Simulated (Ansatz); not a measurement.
SnSe2/SnSe2 (1T bilayer), computed twice by G0W0.

The cell holds 6 atoms: 2 Sn and 4 Se. Cell: a = 3.824 Å, b = 3.824 Å, c = 43.500 Å, α = 90.0°, β = 90.0°, γ = 120.0°. Regions: layer 1 (SnSe2), 3 atoms (1 Sn and 2 Se); layer 2 (SnSe2), 3 atoms (1 Sn and 2 Se). Vacuum lies along c.

```xyz
6
Lattice="3.8236 0.0000 0.0000 -1.9118 3.3113 0.0000 0.0000 0.0000 43.5000" Properties=species:S:1:pos:R:3
Sn    0.0000    0.0000   18.2840
Se    0.0000    2.2076   19.8839
Se    1.9118    1.1038   16.6842
Sn    0.0000    0.0000   25.2160
Se    1.9118    1.1038   26.8158
Se    0.0000    2.2076   23.6161
```

The structure was relaxed with PBE-D3(BJ). The runs that relaxed it are not among those shown.

The first (Ansatz 0.2.0; start PBE, 6×6×1 mesh, 812 empty bands, screening to 75 eV, PAW set soft_1 files; 4 threads of AMD EPYC 9R14 (Zen 4), shared host) gave, on its mesh: starting gap 0.64 eV, G0W0 gap 1.40 eV, mean of 1 + 4πα/V (set by the cell height) 3.15, 18 min.

The second gave: starting gap 0.64 eV, G0W0 gap 1.36 eV, mean of 1 + 4πα/V (set by the cell height) 3.21, 2.9 min.

**Question.** What was changed in the input? Choose among start, files, mesh, bands and cutoff, frequency model or another key.

Changed: empty bands from 812 to 328 and screening cutoff (eV) from 75.0 to 41. The starting gap stayed, which rules out the functional and points to the GW step. Other changes could give like numbers; this is the one that was made.

Limits: not at the basis limit; coarse mesh for a sheet; no spin-orbit coupling.

[Paths, hosts, dates, memory and timing lines, banners, echoed tables and standing remarks are left out of the program output.]

[Logs are printed without paths, hosts, clocks, repeated set-up lines and the standing remarks that a program may print on its own settings, such as how far it seeks lower states.]

[Runs of the session that timed out or met a known fault of the program may be left out.]

[Cells called generated may have been cut or substituted from an entry of the Crystallography Open Database or the Materials Project.]

[Hosts, paths, dates, database ids (printed as entryN), source tags and the programs' standing remarks are cut or masked in the printed files.]
